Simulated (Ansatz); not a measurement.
# Stretching the linear Sb chain, part 2 of 2

Does stretching change the magnetism or the channel count of the linear Sb chain?

Ansatz 0.2.0; DFT PBE, plane waves, PAW; relaxation of a chain's period (the session's first sound run).

So far, conductance of the lead as this run defines it (G₀): step 3 (the chain at a fixed length, period over the relaxed period …) 3.00.

**4. At a set period, period over the relaxed period 0.92, k-mesh 1×1×32**

Level of this step: DFT PBE, plane waves, PAW; channels and complex bands of a perfect chain (Ansatz).

The period is set to 0.92 times the relaxed one: shorter bonds widen the bands.

The cell differs from the one that the last finished run ended in (c 2.408 → 2.517 Å).

File input.yaml:

```yaml
crystal:
  lattice:
    - [7.5, 0.0, 0.0]
    - [0.0, 7.5, 0.0]
    - [0.0, 0.0, 2.5170457382]
  atoms:
    - { symbol: Sb, position: [0.5, 0.5, 0.0], spin: 0.3 }
magnetization:
  spin_polarized: true
kpoints:
  mp_grid: { grid: [1, 1, 32] }
scf:
  occupations: { method: fermi_dirac, width: 0.05 }
hamiltonian:
  xc: pbe
output:
  transmission:
    e_range: [-2, 2]
    de: 0.035
    kmesh: [1, 1]
    reduced_basis: true
    leads: [[0, 0]]
  stress: true
```

On the command line:

```bash
ansatz run input.yaml --threads 4 --pin off --max-ram 8192MiB --backend cpu --events-out ev --progress --plain --runs-dir out
```

Numbers of over 12 decimals in the logs are rounded to 6 here.

Log:

```text
[...]
Crystal: 1 atoms, lattice volume = 141.584 Å³
Basis set: ecut = 420 eV, 2769 PW (Γ)
Bands: 12, of which v1, the nominal top of the filled ones, is band 8 counted from 1 (7 counted from 0)
Symmetry: 16 space group operations
[...]
k-points: 17 of 32
[...]
Starting moments: Σ|m| = 0.3 μB on 1 of 1 site
[...]
--- Transmission ---
  basis      : 497 plane waves across, 4 finite elements along
  points     : 1, standing for a mesh of 1 x 1
[...]
crystal 0  : Sb1, at the sites [0, 0], period 2.5170 Å: whole cells are its period
[...]
filled         : 25.4 meV over the level at which it is neutral
    channels       : 3.000000e0 up, 3.000000e0 down
[...]
[key lines of the parts left out:]
SCF converged after 12 iterations
Magnetization: 0.0000 μB (7.5000 up, 7.5000 down)
Free energy (F): -6483.102029 eV
Fermi energy:    -1.592877 eV
P = ⅓ Tr σ = 2.3942 GPa (23.942 kbar)
```

The job ended after 15 s (4 threads of Intel Xeon 6975P-C (Granite Rapids), shared host; peak memory 0.52 GiB).

At the computed energy nearest the Fermi level there are 3 spin-up and 3 spin-down channels, and the thermal average gives 3.00 G₀.

**5. The chain at a fixed length, period over the relaxed period 0.96, k-mesh 1×1×31**

The period is set to 0.96 times the relaxed one: shorter bonds widen the bands.

The cell differs from the one that the last finished run ended in (c 2.517 → 2.626 Å).

Edit input.yaml of step 4 so:

```diff
@@ -4,3 +4,3 @@
     - [0.0, 7.5, 0.0]
-    - [0.0, 0.0, 2.5170457382]
+    - [0.0, 0.0, 2.6264825094]
   atoms:
@@ -10,3 +10,3 @@
 kpoints:
-  mp_grid: { grid: [1, 1, 32] }
+  mp_grid: { grid: [1, 1, 31] }
 scf:
```

Log:

```text
[...]
Crystal: 1 atoms, lattice volume = 147.740 Å³
Basis set: ecut = 420 eV, 2913 PW (Γ)
Bands: 12, of which v1, the nominal top of the filled ones, is band 8 counted from 1 (7 counted from 0)
Symmetry: 16 space group operations
[...]
k-points: 16 of 31
[...]
Starting moments: Σ|m| = 0.3 μB on 1 of 1 site
[...]
--- Transmission ---
  basis      : 497 plane waves across, 4 finite elements along
  points     : 1, standing for a mesh of 1 x 1
[...]
crystal 0  : Sb1, at the sites [0, 0], period 2.6265 Å: whole cells are its period
[...]
filled         : 23.7 meV over the level at which it is neutral
    channels       : 3.000000e0 up, 3.000000e0 down
[...]
[key lines of the parts left out:]
SCF converged after 13 iterations
Magnetization: 0.0000 μB (7.5000 up, 7.5000 down)
Free energy (F): -6483.278034 eV
Fermi energy:    -1.827873 eV
P = ⅓ Tr σ = 0.8537 GPa (8.537 kbar)
```

It took 15 s on 4 threads; peak memory 0.52 GiB.

At the computed energy nearest the Fermi level there are 3 spin-up and 3 spin-down channels, and the thermal average gives 3.00 G₀.

**6. At a set period, period over the relaxed period 1, k-mesh 1×1×30**

The period is set to 1.0 times the relaxed one, as the point of reference.

Edit input.yaml of step 5 so:

```diff
@@ -4,3 +4,3 @@
     - [0.0, 7.5, 0.0]
-    - [0.0, 0.0, 2.6264825094]
+    - [0.0, 0.0, 2.7359192806]
   atoms:
@@ -10,3 +10,3 @@
 kpoints:
-  mp_grid: { grid: [1, 1, 31] }
+  mp_grid: { grid: [1, 1, 30] }
 scf:
```

Log:

```text
[...]
Crystal: 1 atoms, lattice volume = 153.895 Å³
Basis set: ecut = 420 eV, 3057 PW (Γ)
Bands: 12, of which v1, the nominal top of the filled ones, is band 8 counted from 1 (7 counted from 0)
Symmetry: 16 space group operations
[...]
k-points: 16 of 30
[...]
Starting moments: Σ|m| = 0.3 μB on 1 of 1 site
[...]
--- Transmission ---
  basis      : 497 plane waves across, 4 finite elements along
  points     : 1, standing for a mesh of 1 x 1
[...]
crystal 0  : Sb1, at the sites [0, 0], period 2.7359 Å: whole cells are its period
[...]
filled         : 12.3 meV under the level at which it is neutral
    channels       : 3.000000e0 up, 3.000000e0 down
[...]
[key lines of the parts left out:]
SCF converged after 12 iterations
Magnetization: 0.0000 μB (7.5000 up, 7.5000 down)
Free energy (F): -6483.322953 eV
Fermi energy:    -2.002995 eV
P = ⅓ Tr σ = 0.0524 GPa (0.524 kbar)
```

Elapsed: 12 s, on 4 threads; peak memory 0.51 GiB; 41 s of CPU time.

Table of open channels of the lead by energy, zero at the Fermi level:

```csv
energy (eV),spin up,spin down
-2.000,1,1
-1.895,1,1
-1.790,1,1
-1.685,1,1
-1.615,3,3
-1.510,3,3
-1.405,3,3
-1.300,3,3
-1.195,3,3
-1.090,3,3
-0.985,3,3
-0.915,3,3
-0.810,3,3
-0.705,3,3
-0.600,3,3
-0.495,3,3
-0.390,3,3
-0.285,3,3
-0.215,3,3
-0.110,3,3
-0.005,3,3
0.100,3,3
0.205,3,3
0.310,3,3
0.415,3,3
0.485,3,3
0.590,3,3
0.695,3,3
0.800,3,3
0.905,3,3
1.010,3,3
1.115,3,3
1.185,3,3
1.290,3,3
1.395,3,3
1.500,3,3
1.605,3,3
1.710,3,3
1.815,3,3
1.885,3,3
```

At the computed energy nearest the Fermi level there are 3 spin-up and 3 spin-down channels, and the thermal average gives 3.00 G₀.

**7. At a set period, period over the relaxed period 1.04, k-mesh 1×1×29**

The period is set to 1.04 times the relaxed one: longer bonds narrow the bands.

The cell differs from the one that the last finished run ended in (c 2.736 → 2.845 Å).

Edit input.yaml of step 6 so:

```diff
@@ -4,3 +4,3 @@
     - [0.0, 7.5, 0.0]
-    - [0.0, 0.0, 2.7359192806]
+    - [0.0, 0.0, 2.8453560519]
   atoms:
@@ -10,3 +10,3 @@
 kpoints:
-  mp_grid: { grid: [1, 1, 30] }
+  mp_grid: { grid: [1, 1, 29] }
 scf:
```

Log:

```text
[...]
Crystal: 1 atoms, lattice volume = 160.051 Å³
Basis set: ecut = 420 eV, 3145 PW (Γ)
Bands: 12, of which v1, the nominal top of the filled ones, is band 8 counted from 1 (7 counted from 0)
Symmetry: 16 space group operations
[...]
k-points: 15 of 29
[...]
Starting moments: Σ|m| = 0.3 μB on 1 of 1 site
[...]
--- Transmission ---
  basis      : 497 plane waves across, 4 finite elements along
  points     : 1, standing for a mesh of 1 x 1
[...]
crystal 0  : Sb1, at the sites [0, 0], period 2.8454 Å: whole cells are its period
[...]
filled         : 19.4 meV under the level at which it is neutral
    channels       : 3.000000e0 up, 3.000000e0 down
[...]
[key lines of the parts left out:]
SCF converged after 14 iterations
Magnetization: -0.0000 μB (7.5000 up, 7.5000 down)
Free energy (F): -6483.256223 eV
Fermi energy:    -2.154937 eV
P = ⅓ Tr σ = -0.5738 GPa (-5.738 kbar)
```

Wall time 8.4 s (4 threads); peak memory 0.43 GiB; 29 s of CPU time.

At the computed energy nearest the Fermi level there are 3 spin-up and 3 spin-down channels, and the thermal average gives 3.00 G₀. The change of length costs 0.072 eV a cell and leaves no moment.

**8. The chain at a fixed length, period over the relaxed period 1.08, k-mesh 1×1×28**

The period is set to 1.08 times the relaxed one: longer bonds narrow the bands.

The cell differs from the one that the last finished run ended in (c 2.845 → 2.955 Å).

Edit input.yaml of step 7 so:

```diff
@@ -4,3 +4,3 @@
     - [0.0, 7.5, 0.0]
-    - [0.0, 0.0, 2.8453560519]
+    - [0.0, 0.0, 2.9547928231]
   atoms:
@@ -10,3 +10,3 @@
 kpoints:
-  mp_grid: { grid: [1, 1, 29] }
+  mp_grid: { grid: [1, 1, 28] }
 scf:
```

Log:

```text
[...]
Crystal: 1 atoms, lattice volume = 166.207 Å³
Basis set: ecut = 420 eV, 3265 PW (Γ)
Bands: 12, of which v1, the nominal top of the filled ones, is band 8 counted from 1 (7 counted from 0)
Symmetry: 16 space group operations
[...]
k-points: 15 of 28
[...]
Starting moments: Σ|m| = 0.3 μB on 1 of 1 site
[...]
--- Transmission ---
  basis      : 497 plane waves across, 4 finite elements along
  points     : 1, standing for a mesh of 1 x 1
[...]
crystal 0  : Sb1, at the sites [0, 0], period 2.9548 Å: whole cells are its period
[...]
filled         : 41.2 meV over the level at which it is neutral
    channels       : 3.000000e0 up, 3.000000e0 down
[...]
[key lines of the parts left out:]
SCF converged after 13 iterations
Magnetization: 0.0000 μB (7.5000 up, 7.5000 down)
Free energy (F): -6483.154402 eV
Fermi energy:    -2.234843 eV
P = ⅓ Tr σ = -1.0665 GPa (-10.665 kbar)
```

It took 8.6 s on 4 threads; peak memory 0.44 GiB.

At the computed energy nearest the Fermi level there are 3 spin-up and 3 spin-down channels, and the thermal average gives 3.00 G₀. The change of length costs 0.171 eV a cell and leaves no moment.

**9. The chain at a fixed length, period over the relaxed period 1.13, k-mesh 1×1×26**

The period is set to 1.13 times the relaxed one: longer bonds narrow the bands.

The cell differs from the one that the last finished run ended in (c 2.955 → 3.092 Å).

Edit input.yaml of step 8 so:

```diff
@@ -4,3 +4,3 @@
     - [0.0, 7.5, 0.0]
-    - [0.0, 0.0, 2.9547928231]
+    - [0.0, 0.0, 3.0915887871]
   atoms:
@@ -10,3 +10,3 @@
 kpoints:
-  mp_grid: { grid: [1, 1, 28] }
+  mp_grid: { grid: [1, 1, 26] }
 scf:
```

Log:

```text
[...]
Crystal: 1 atoms, lattice volume = 173.902 Å³
Basis set: ecut = 420 eV, 3411 PW (Γ)
Bands: 12, of which v1, the nominal top of the filled ones, is band 8 counted from 1 (7 counted from 0)
Symmetry: 16 space group operations
[...]
k-points: 14 of 26
[...]
Starting moments: Σ|m| = 0.3 μB on 1 of 1 site
[...]
--- Transmission ---
  basis      : 497 plane waves across, 4 finite elements along
  points     : 1, standing for a mesh of 1 x 1
[...]
crystal 0  : Sb1, at the sites [0, 0], period 3.0916 Å: whole cells are its period
[...]
filled         : 0.4 meV under the level at which it is neutral
    channels       : 3.000000e0 up, 3.000000e0 down
[...]
[key lines of the parts left out:]
SCF converged after 13 iterations
Magnetization: 0.0000 μB (7.5000 up, 7.5000 down)
Free energy (F): -6482.965086 eV
Fermi energy:    -2.392862 eV
P = ⅓ Tr σ = -1.3102 GPa (-13.102 kbar)
```

Wall time 8.1 s (4 threads); peak memory 0.44 GiB; 27 s of CPU time.

At the computed energy nearest the Fermi level there are 3 spin-up and 3 spin-down channels, and the thermal average gives 3.00 G₀. The change of length costs 0.362 eV a cell and leaves no moment.

**10. The chain at a fixed length, period over the relaxed period 1.2, k-mesh 1×1×25**

The period is set to 1.2 times the relaxed one: longer bonds narrow the bands.

The cell differs from the one that the last finished run ended in (c 3.092 → 3.283 Å).

Edit input.yaml of step 9 so:

```diff
@@ -4,3 +4,3 @@
     - [0.0, 7.5, 0.0]
-    - [0.0, 0.0, 3.0915887871]
+    - [0.0, 0.0, 3.2831031368]
   atoms:
@@ -10,3 +10,3 @@
 kpoints:
-  mp_grid: { grid: [1, 1, 26] }
+  mp_grid: { grid: [1, 1, 25] }
 scf:
```

Log:

```text
[...]
Crystal: 1 atoms, lattice volume = 184.675 Å³
Basis set: ecut = 420 eV, 3659 PW (Γ)
Bands: 12, of which v1, the nominal top of the filled ones, is band 8 counted from 1 (7 counted from 0)
Symmetry: 16 space group operations
[...]
k-points: 13 of 25
[...]
Starting moments: Σ|m| = 0.3 μB on 1 of 1 site
[...]
--- Transmission ---
  basis      : 497 plane waves across, 5 finite elements along
  points     : 1, standing for a mesh of 1 x 1
[...]
crystal 0  : Sb1, at the sites [0, 0], period 3.2831 Å: whole cells are its period
[...]
filled         : 10.0 meV under the level at which it is neutral
    channels       : 3.000000e0 up, 3.000000e0 down
[...]
[key lines of the parts left out:]
SCF converged after 15 iterations
Magnetization: -0.0000 μB (7.5000 up, 7.5000 down)
Free energy (F): -6482.647578 eV
Fermi energy:    -2.545130 eV
P = ⅓ Tr σ = -1.4241 GPa (-14.241 kbar)
```

Wall time 13 s (4 threads); peak memory 0.44 GiB; 43 s of CPU time.

At the computed energy nearest the Fermi level there are 3 spin-up and 3 spin-down channels, and the thermal average gives 3.00 G₀. The change of length costs 0.682 eV a cell and leaves no moment.

**11. At a set period, period over the relaxed period 1.3, k-mesh 1×1×23**

The period is set to 1.3 times the relaxed one: longer bonds narrow the bands.

The cell differs from the one that the last finished run ended in (c 3.283 → 3.557 Å).

Edit input.yaml of step 10 so:

```diff
@@ -4,3 +4,3 @@
     - [0.0, 7.5, 0.0]
-    - [0.0, 0.0, 3.2831031368]
+    - [0.0, 0.0, 3.5566950648]
   atoms:
@@ -10,3 +10,3 @@
 kpoints:
-  mp_grid: { grid: [1, 1, 25] }
+  mp_grid: { grid: [1, 1, 23] }
 scf:
```

Log:

```text
[...]
Crystal: 1 atoms, lattice volume = 200.064 Å³
Basis set: ecut = 420 eV, 3923 PW (Γ)
Bands: 12, of which v1, the nominal top of the filled ones, is band 8 counted from 1 (7 counted from 0)
Symmetry: 16 space group operations
[...]
k-points: 12 of 23
[...]
Starting moments: Σ|m| = 0.3 μB on 1 of 1 site
[...]
--- Transmission ---
  basis      : 497 plane waves across, 5 finite elements along
  points     : 1, standing for a mesh of 1 x 1
[...]
crystal 0  : Sb1, at the sites [0, 0], period 3.5567 Å: whole cells are its period
[...]
filled         : 6.6 meV over the level at which it is neutral
    channels       : 3.000000e0 up, 3.000000e0 down
[...]
[key lines of the parts left out:]
SCF converged after 16 iterations
Magnetization: 0.1233 μB (7.5617 up, 7.4383 down)
Free energy (F): -6482.198420 eV
Fermi energy:    -2.719339 eV
P = ⅓ Tr σ = -1.3758 GPa (-13.758 kbar)
```

Wall time 11 s (4 threads); peak memory 0.45 GiB; 35 s of CPU time.

At the computed energy nearest the Fermi level there are 3 spin-up and 3 spin-down channels, and the thermal average gives 3.00 G₀. The change of length costs 1.134 eV a cell and leaves an absolute moment of 0.12 μB a cell.

**12. The series together**

Times are for 4 threads of Intel Xeon 6975P-C (Granite Rapids), shared host. The series side by side:

```csv
no.,period over the relaxed period,conductance of the lead as this run defines it (G₀),absolute moment (μB),energy at zero smearing less the lowest (eV),time,memory (GiB)
1,0.88,3.000,0,0.5847,13 s,0.45
2,0.92,3.000,0,0.2223,15 s,0.52
3,0.96,3.000,0,0.04773,15 s,0.52
4,1,3.000,0,0,12 s,0.51
5,1.04,3.000,0,0.07226,8.4 s,0.43
6,1.08,3.000,0,0.1715,8.6 s,0.44
7,1.13,3.000,0,0.3621,8.1 s,0.44
8,1.2,3.000,0,0.6819,13 s,0.44
9,1.3,3.000,0.1236,1.134,11 s,0.45
```

**13. The same system on other settings**

This step: DFT PBE0, plane waves, PAW; channels and complex bands of a perfect chain; changed: basis.ecutwfc = "800 eV", hamiltonian.xc = "pbe0", basis.ecutrho_ratio = 6 (Ansatz 0.2.0).

The atoms of the run at the relaxed period are kept and the input is varied, to see whether the result depends on it.

input.yaml, the sections that differ from step 11:

```yaml
crystal:
  lattice:
    - [7.5, 0.0, 0.0]
    - [0.0, 7.5, 0.0]
    - [0.0, 0.0, 2.7359192806]
  atoms:
    - { symbol: Sb, position: [0.5, 0.5, 0.0], spin: 0.3 }
kpoints:
  mp_grid: { grid: [1, 1, 30] }
hamiltonian:
  xc: pbe0
basis:
  ecutwfc: "800 eV"
  ecutrho_ratio: 6
# magnetization, scf, output: as in step 11
```

Log:

```text
Error: output.transmission: <on plane waves> with hamiltonian.xc: <hybrid> with hamiltonian.pseudopotentials.kind: paw|paw_fr|all_electron — under exact exchange what passes the junction is read from bands, and no reading beside the setting named last has been compared with one without it; use kind: nc (spin-orbit decks: nc_fr) or a semilocal functional
```

Elapsed: 0.02 s, on 4 threads; peak memory 0.05 GiB.

The program refused the input before any cycle.

The program's message: “Error: output.transmission: <on plane waves> with hamiltonian.xc: <hybrid> with hamiltonian.pseudopotentials.kind: paw|paw_fr|all_electron — under exact exchange what passes the junction is read from …”

**14. Results**

```json
{
  "relaxed cell length": "2.736 Å",
  "conductance at period × 0.88": "3.00 G₀",
  "conductance at period × 1.0": "3.00 G₀",
  "conductance at period × 1.13": "3.00 G₀",
  "conductance at period × 1.3": "3.00 G₀",
  "absolute moment at period × 0.88": "0 μB",
  "absolute moment at period × 1.0": "0 μB",
  "absolute moment at period × 1.3": "0.124 μB"
}
```

In words: In these runs no moment survives at the shortest period, and one is present from a factor of 1.3 on: longer bonds narrow the bands, which favours exchange splitting. Transport is coherent and elastic here: the atoms are frozen, so scattering by vibrations plays no part. Spin-orbit coupling is left out, which matters for the bands of heavy atoms. No search over magnetic orders was made; another may lie lower. For the perfect chain only parallel moments were started; its antiparallel and spiral orders were not tested. The lead's cell of one atom keeps the chain straight and evenly spaced; a zigzag or dimerised form may lie lower.

[Logs are printed without paths, hosts, clocks, repeated set-up lines and the standing remarks that a program may print on its own settings, such as how far it seeks lower states.]

[Hosts, paths, dates, database ids (printed as entryN), source tags and the programs' standing remarks are cut or masked in the printed files.]
